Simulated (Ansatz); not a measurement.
# A computed optical spectrum

Method: Ansatz, r2SCAN, independent particles, without spin-orbit coupling, line width 0.1 eV (Gaussian); metals get a typed carrier damping. The response is along the first axis of the cell.

(E (eV), absorbance (%)): (0.00, 0.00), (0.50, 0.87), (1.00, 3.55), (1.50, 3.65), (2.00, 5.41), (2.50, 6.55), (3.00, 9.62), (3.50, 20.49), (4.00, 12.06), (4.50, 5.91), (5.00, 5.83), (5.50, 9.68), (6.00, 11.00), (6.50, 8.32), (7.00, 6.62), (7.50, 10.73), (8.00, 9.63), (8.50, 9.39), (9.00, 8.31), (9.50, 10.95), (10.00, 7.33), (10.50, 3.66), (11.00, 5.17), (11.50, 2.92), (12.00, 3.87)

To which candidate does it belong?
A. Ba2SrN2 sheet (P-3m1)
B. Ba2P sheet (P-3m1)
C. BaSrP sheet (P3m1)
D. GeBr2 sheet (P-3m1)

A. Ba2SrN2 sheet (P-3m1): least direct gap 0.51 eV, static polarisability 9.28 Å, strongest peak along the first axis at 3.43 eV. The others: BaSrP sheet (P3m1), a metal, with a Drude term, main peak of the conductivity above 1 eV at 7.03 eV; Ba2P sheet (P-3m1), a metal, with a Drude term, main peak of the conductivity above 1 eV at 6.71 eV; GeBr2 sheet (P-3m1), least direct gap 3.16 eV, static polarisability 2.65 Å, strongest peak along the first axis at 5.09 eV.

Note: cells built here by substitution need not match a known phase.
